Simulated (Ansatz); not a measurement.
# K on Ni(100): change of the work function

Aim: the work function of Ni(100) at several coverages of K (hollow site), and the dipole that each adsorbate carries.

Calculated with Ansatz 0.2.0; plane-wave DFT, PBE, Ansatz PAW.

This is a report of a sequence of runs, with most program output left out.

### 1. The structure

The cell holds 4 atoms: 4 Ni. Its edges and angles: a = 2.489 Å, b = 2.489 Å, c = 23.280 Å, α = 90.0°, β = 90.0°, γ = 90.0°. Vacuum lies along c.

Coordinates:

```cif
data_structure
_symmetry_space_group_name_H-M 'P 1'
_symmetry_Int_Tables_number 1
_cell_length_a 2.4890
_cell_length_b 2.4890
_cell_length_c 23.2800
_cell_angle_alpha 90.000
_cell_angle_beta 90.000
_cell_angle_gamma 90.000
_cell_volume 144.22
loop_
_atom_site_label
_atom_site_type_symbol
_atom_site_fract_x
_atom_site_fract_y
_atom_site_fract_z
_atom_site_occupancy
Ni1 Ni 0.50000 0.50000 0.38660 1
Ni2 Ni 0.00000 0.00000 0.46220 1
Ni3 Ni 0.50000 0.50000 0.53780 1
Ni4 Ni 0.00000 0.00000 0.61340 1
```

### 2. The clean slab

The bare slab comes first, as the zero from which every change is counted. The two lowest layers are held at bulk places and the upper ones relax. The dipole correction removes the false field that a one-sided slab makes across the periodic vacuum, so each face gets a flat vacuum level of its own.

Contents of input.yaml:

```yaml
crystal:
  lattice:
    - [2.4890158698, 0.0, 0.0]
    - [0.0, 2.4890158698, 0.0]
    - [0.0, 0.0, 23.28]
  atoms:
    - { symbol: Ni, position: [0.5, 0.5, 0.3865979381], spin: 0.7 }
    - { symbol: Ni, position: [0.0, 0.0, 0.4621993127], spin: 0.7 }
    - { symbol: Ni, position: [0.5, 0.5, 0.5378006873], spin: 0.7 }
    - { symbol: Ni, position: [0.0, 0.0, 0.6134020619], spin: 0.7 }
magnetization:
  spin_polarized: true
kpoints:
  mp_grid: { grid: [12, 12, 1] }
hamiltonian:
  xc: pbe
scf:
  occupations: { method: fermi_dirac, width: 0.1 }
  convergence: { dr2_threshold: 1.0e-08 }
efield:
  axis: 3
  dipole_correction: true
  ramp_position: 0.97
  ramp_width: 0.06
relax:
  f_tol: 0.02
  max_steps: 60
  constraints: [{ sites: [0, 1] }]
output:
  write_potential: true
  write_density: true
  volumetric_format: npy
```

Started as:

```sh
ansatz run input.yaml --threads 4 --pin off --max-ram 16384MiB --backend cpu --events-out ev --progress --plain --runs-dir out
```

Run time: 44 s. Hardware: 4 threads of Arm Neoverse V1, shared host; peak memory 0.6 GiB.

The steps of the relaxation:

| step | energy less that of the first step (eV) | largest force component (eV/Å) |
| --- | --- | --- |
| 1 | 0.0000 | 0.3940 |
| 2 | -0.0065 | 0.2673 |
| 3 | -0.0113 | 0.0164 |

Forces are held to the 8 operations that the run works with; a distortion that breaks them can't arise in this run.

The atoms that moved most (Å):

| atom | dx | dy | dz | length |
| --- | --- | --- | --- | --- |
| Ni4 | 0.000 | 0.000 | -0.044 | 0.044 |
| Ni3 | 0.000 | 0.000 | 0.022 | 0.022 |

The relaxed structure:

```xyz
4
Lattice="2.4890 0.0000 0.0000 0.0000 2.4890 0.0000 0.0000 0.0000 23.2800" Properties=species:S:1:pos:R:3
Ni    1.2445    1.2445    9.0000
Ni    0.0000    0.0000   10.7600
Ni    1.2445    1.2445   12.5421
Ni    0.0000    0.0000   14.2356
```

This step gave:

| Property | Result |
| --- | --- |
| energy at zero smearing | -23357.1315 eV |
| total moment | 2.748 μB |
| site moments | 0.7629, 0.6930, 0.6964, 0.7580 μB |
| work function, upper face | 4.883 eV |
| dipole along the normal | 5.64e-6 e·Å |

Running mean over 1.76 Å of the planar mean; the ramp of the sawtooth is left out. Electron's electrostatic potential energy less the Fermi level against z:

z (Å), electron's electrostatic potential energy less the Fermi level (eV) and a bar from the least value:
```
        3        4.9 ##############################
        4        4.9 ##############################
        5        4.9 ##############################
        6        4.8 ##############################
        7        4.4 #############################
        8       -1.7 #################
        9       -9.9 ##
       10      -10.3 #
       11      -10.3 #
       12      -10.2 #
       13      -10.9 
       14      -10.5 #
       15       -4.6 ############
       16        4.0 ############################
       17        4.8 ##############################
       18        4.9 ##############################
       19        4.9 ##############################
       20        4.9 ##############################
```

Site moment by atom:

| atom | site moment (μB) |
| --- | --- |
| Ni1 | 0.763 |
| Ni2 | 0.693 |
| Ni3 | 0.696 |
| Ni4 | 0.758 |

The relaxation took 3 steps and lowered the energy by 0.011 eV; the largest force on the free atoms ends at 0.016 eV/Å.

The work function of the upper face is 4.88 eV.

### 3. Adsorbate added, k-mesh 4×4×1, coverage 0.111 ML

System of this step: KNi36 (K/Ni(100)). The cell holds 37 atoms: 36 Ni and 1 K. Cell: a = 7.467 Å, b = 7.467 Å, c = 26.107 Å, α = 90.0°, β = 90.0°, γ = 90.0°. Vacuum lies along c.

The clean slab as it ended is repeated in the plane and the adsorbate is set on one face; the cell's size fixes the coverage, and the k-mesh shrinks with it to keep the sampling density about even. Adsorbate and upper layers relax, since the dipole depends on the height.

Contents of input.yaml:

```yaml
crystal:
  lattice:
    - [7.4670476094, 0.0, 0.0]
    - [0.0, 7.4670476094, 0.0]
    - [0.0, 0.0, 26.1072931773]
  atoms:
    - { symbol: Ni, position: [0.1666666667, 0.1666666667, 0.3447312572], spin: 0.76 }
    - { symbol: Ni, position: [0.0, 0.0, 0.4121453698], spin: 0.69 }
    - { symbol: Ni, position: [0.1666666667, 0.1666666667, 0.4804078646], spin: 0.7 }
    - { symbol: Ni, position: [0.0, 0.0, 0.5452737482], spin: 0.76 }
    - { symbol: Ni, position: [0.1666666667, 0.5, 0.3447312572], spin: 0.76 }
    - { symbol: Ni, position: [0.0, 0.3333333333, 0.4121453698], spin: 0.69 }
    - { symbol: Ni, position: [0.1666666667, 0.5, 0.4804078646], spin: 0.7 }
    - { symbol: Ni, position: [0.0, 0.3333333333, 0.5452737482], spin: 0.76 }
[... 25 atom lines left out ...]
    - { symbol: Ni, position: [0.6666666667, 0.6666666667, 0.4121453698], spin: 0.69 }
    - { symbol: Ni, position: [0.8333333333, 0.8333333333, 0.4804078646], spin: 0.7 }
    - { symbol: Ni, position: [0.6666666667, 0.6666666667, 0.5452737482], spin: 0.76 }
    - { symbol: K, position: [0.1666666667, 0.1666666667, 0.6552687428] }
magnetization:
  spin_polarized: true
kpoints:
  mp_grid: { grid: [4, 4, 1] }
hamiltonian:
  xc: pbe
scf:
  occupations: { method: fermi_dirac, width: 0.1 }
  convergence: { dr2_threshold: 1.0e-08 }
efield:
  axis: 3
  dipole_correction: true
  ramp_position: 0.97
  ramp_width: 0.06
relax:
  f_tol: 0.02
  max_steps: 60
  constraints:
    - { sites: [0, 1, 4, 5, 8, 9, 12, 13, 16, 17, 20, 21, 24, 25, 28, 29, 32, 33] }
output:
  write_potential: true
  write_density: true
  volumetric_format: npy
```

Elapsed: 45 min, on 4 threads; peak memory 12 GiB; 2.9 h of CPU time.

Relaxation path:

| step | energy less that of the first step (eV) | largest force component (eV/Å) |
| --- | --- | --- |
| 1 | 0.0000 | 0.3649 |
| 2 | -0.0233 | 0.2423 |
| 3 | -0.0232 | 0.1668 |
| 4 | -0.0358 | 0.1232 |
| 5 | -0.0399 | 0.0117 |

Relaxation step 3 was tried and not accepted.

The run keeps the 8 symmetry operations that it works with, so distortions that break them were not tested.

The atoms that moved most (Å):

| atom | dx | dy | dz | length |
| --- | --- | --- | --- | --- |
| K37 | 0.000 | 0.000 | -0.181 | 0.181 |
| Ni32 | 0.000 | -0.002 | 0.020 | 0.020 |
| Ni24 | -0.002 | 0.000 | 0.020 | 0.020 |
| Ni12 | 0.002 | 0.000 | 0.020 | 0.020 |
| Ni28 | 0.000 | 0.002 | 0.020 | 0.020 |
| Ni36 | 0.000 | 0.000 | 0.018 | 0.018 |
| Ni4 | -0.002 | -0.002 | -0.012 | 0.012 |
| Ni16 | 0.002 | -0.002 | -0.012 | 0.012 |

Final coordinates:

```
Ni K
1.0
     7.46705    0.00000    0.00000
     0.00000    7.46705    0.00000
     0.00000    0.00000   26.10729
Ni K
36 1
Cartesian
  1.2445 1.2445 9.0000
  0.0000 0.0000 10.7600
  1.2445 1.2445 12.5354
  -0.0022 -0.0022 14.2241
  1.2445 3.7335 9.0000
  0.0000 2.4890 10.7600
  1.2445 3.7397 12.5405
  -0.0022 2.4913 14.2241
  1.2445 6.2225 9.0000
  0.0000 4.9780 10.7600
  1.2445 6.2163 12.5405
  0.0018 4.9780 14.2556
  3.7335 1.2445 9.0000
  2.4890 0.0000 10.7600
  3.7397 1.2445 12.5405
  2.4913 -0.0022 14.2241
  3.7335 3.7335 9.0000
  2.4890 2.4890 10.7600
  3.7375 3.7375 12.5448
  2.4913 2.4913 14.2241
  3.7335 6.2225 9.0000
  2.4890 4.9780 10.7600
  3.7375 6.2186 12.5448
  2.4872 4.9780 14.2556
  6.2225 1.2445 9.0000
  4.9780 0.0000 10.7600
  6.2163 1.2445 12.5405
  4.9780 0.0018 14.2556
  6.2225 3.7335 9.0000
  4.9780 2.4890 10.7600
  6.2186 3.7375 12.5448
  4.9780 2.4872 14.2556
  6.2225 6.2225 9.0000
  4.9780 4.9780 10.7600
  6.2186 6.2186 12.5448
  4.9780 4.9780 14.2534
  1.2445 1.2445 16.9260
```

This step gave:

```yaml
energy_at_zero_smearing: -211753.3057 eV
total_moment: 24.18 μB
work_function_upper_face: 2.004 eV
work_function_lower_face: 4.898 eV
dipole_along_the_normal: 0.8916 e·Å
step_between_the_vacuum_levels: -2.893 eV
```

Running mean over 1.76 Å of the planar mean; the ramp of the sawtooth is left out. Electron's electrostatic potential energy less the Fermi level against z:

z (Å), electron's electrostatic potential energy less the Fermi level (eV) and a bar from the least value:
```
      3.5        4.9 ##############################
      4.0        4.9 ##############################
      4.5        4.9 ##############################
      5.0        4.9 ##############################
      5.5        4.9 ##############################
      6.0        4.9 ##############################
      6.5        4.8 ##############################
      7.0        4.4 #############################
      7.5        2.9 ##########################
      8.0       -1.7 ##################
      8.5       -7.4 #######
      9.0       -9.9 ##
      9.5      -10.2 #
     10.0      -10.3 #
     10.5      -10.3 #
     11.0      -10.3 #
     11.5      -10.1 ##
     12.0      -10.2 #
     12.5      -10.4 #
     13.0      -10.8 
     13.5      -11.0 
     14.0      -10.4 #
     14.5       -9.1 ###
     15.0       -4.8 ############
     15.5        0.5 ######################
     16.0        2.3 #########################
     16.5        1.9 ########################
     17.0        1.4 #######################
     17.5        1.3 #######################
     18.0        1.6 ########################
     18.5        1.9 ########################
     19.0        2.0 ########################
     19.5        2.0 #########################
     20.0        2.0 #########################
     20.5        2.0 #########################
     21.0        2.0 #########################
     21.5        2.0 #########################
     22.0        2.0 #########################
     22.5        2.0 #########################
     23.0        2.0 #########################
```

Site moment by element, in μB:

| element | atoms | mean | spread (r.m.s.) | least | largest |
| --- | --- | --- | --- | --- | --- |
| Ni | 36 | 0.715 | 0.033 | 0.686 | 0.764 |
| K | 1 | -0.013 | 0.000 | -0.013 | -0.013 |

The atoms farthest from the mean of their element:

| atom | x, y, z (Å) | site moment (μB) |
| --- | --- | --- |
| Ni29 | 6.22, 3.73, 9.00 | 0.764 |
| Ni17 | 3.73, 3.73, 9.00 | 0.764 |
| Ni21 | 3.73, 6.22, 9.00 | 0.764 |
| Ni33 | 6.22, 6.22, 9.00 | 0.764 |
| Ni1 | 1.24, 1.24, 9.00 | 0.764 |
| Ni9 | 1.24, 6.22, 9.00 | 0.764 |
| Ni5 | 1.24, 3.73, 9.00 | 0.764 |
| Ni25 | 6.22, 1.24, 9.00 | 0.764 |

The relaxation took 5 steps and lowered the energy by 0.040 eV; the largest force on the free atoms ends at 0.012 eV/Å.

The covered face has 2.00 eV, -2.88 eV against the clean one; the bare back face has moved by +0.01 eV, a measure of how thin the slab is.

(Part 1 of 2 ends here.)

[Logs are printed without paths, hosts, clocks, repeated set-up lines and the standing remarks that a program may print on its own settings, such as how far it seeks lower states.]

[Hosts, paths, dates, database ids (printed as entryN), source tags and the programs' standing remarks are cut or masked in the printed files.]

[Maps of the electrostatic potential energy from Ansatz leave out the sawtooth potential of an applied field or a dipole correction, so their vacuum need not be flat; planar profiles and work functions include it.]
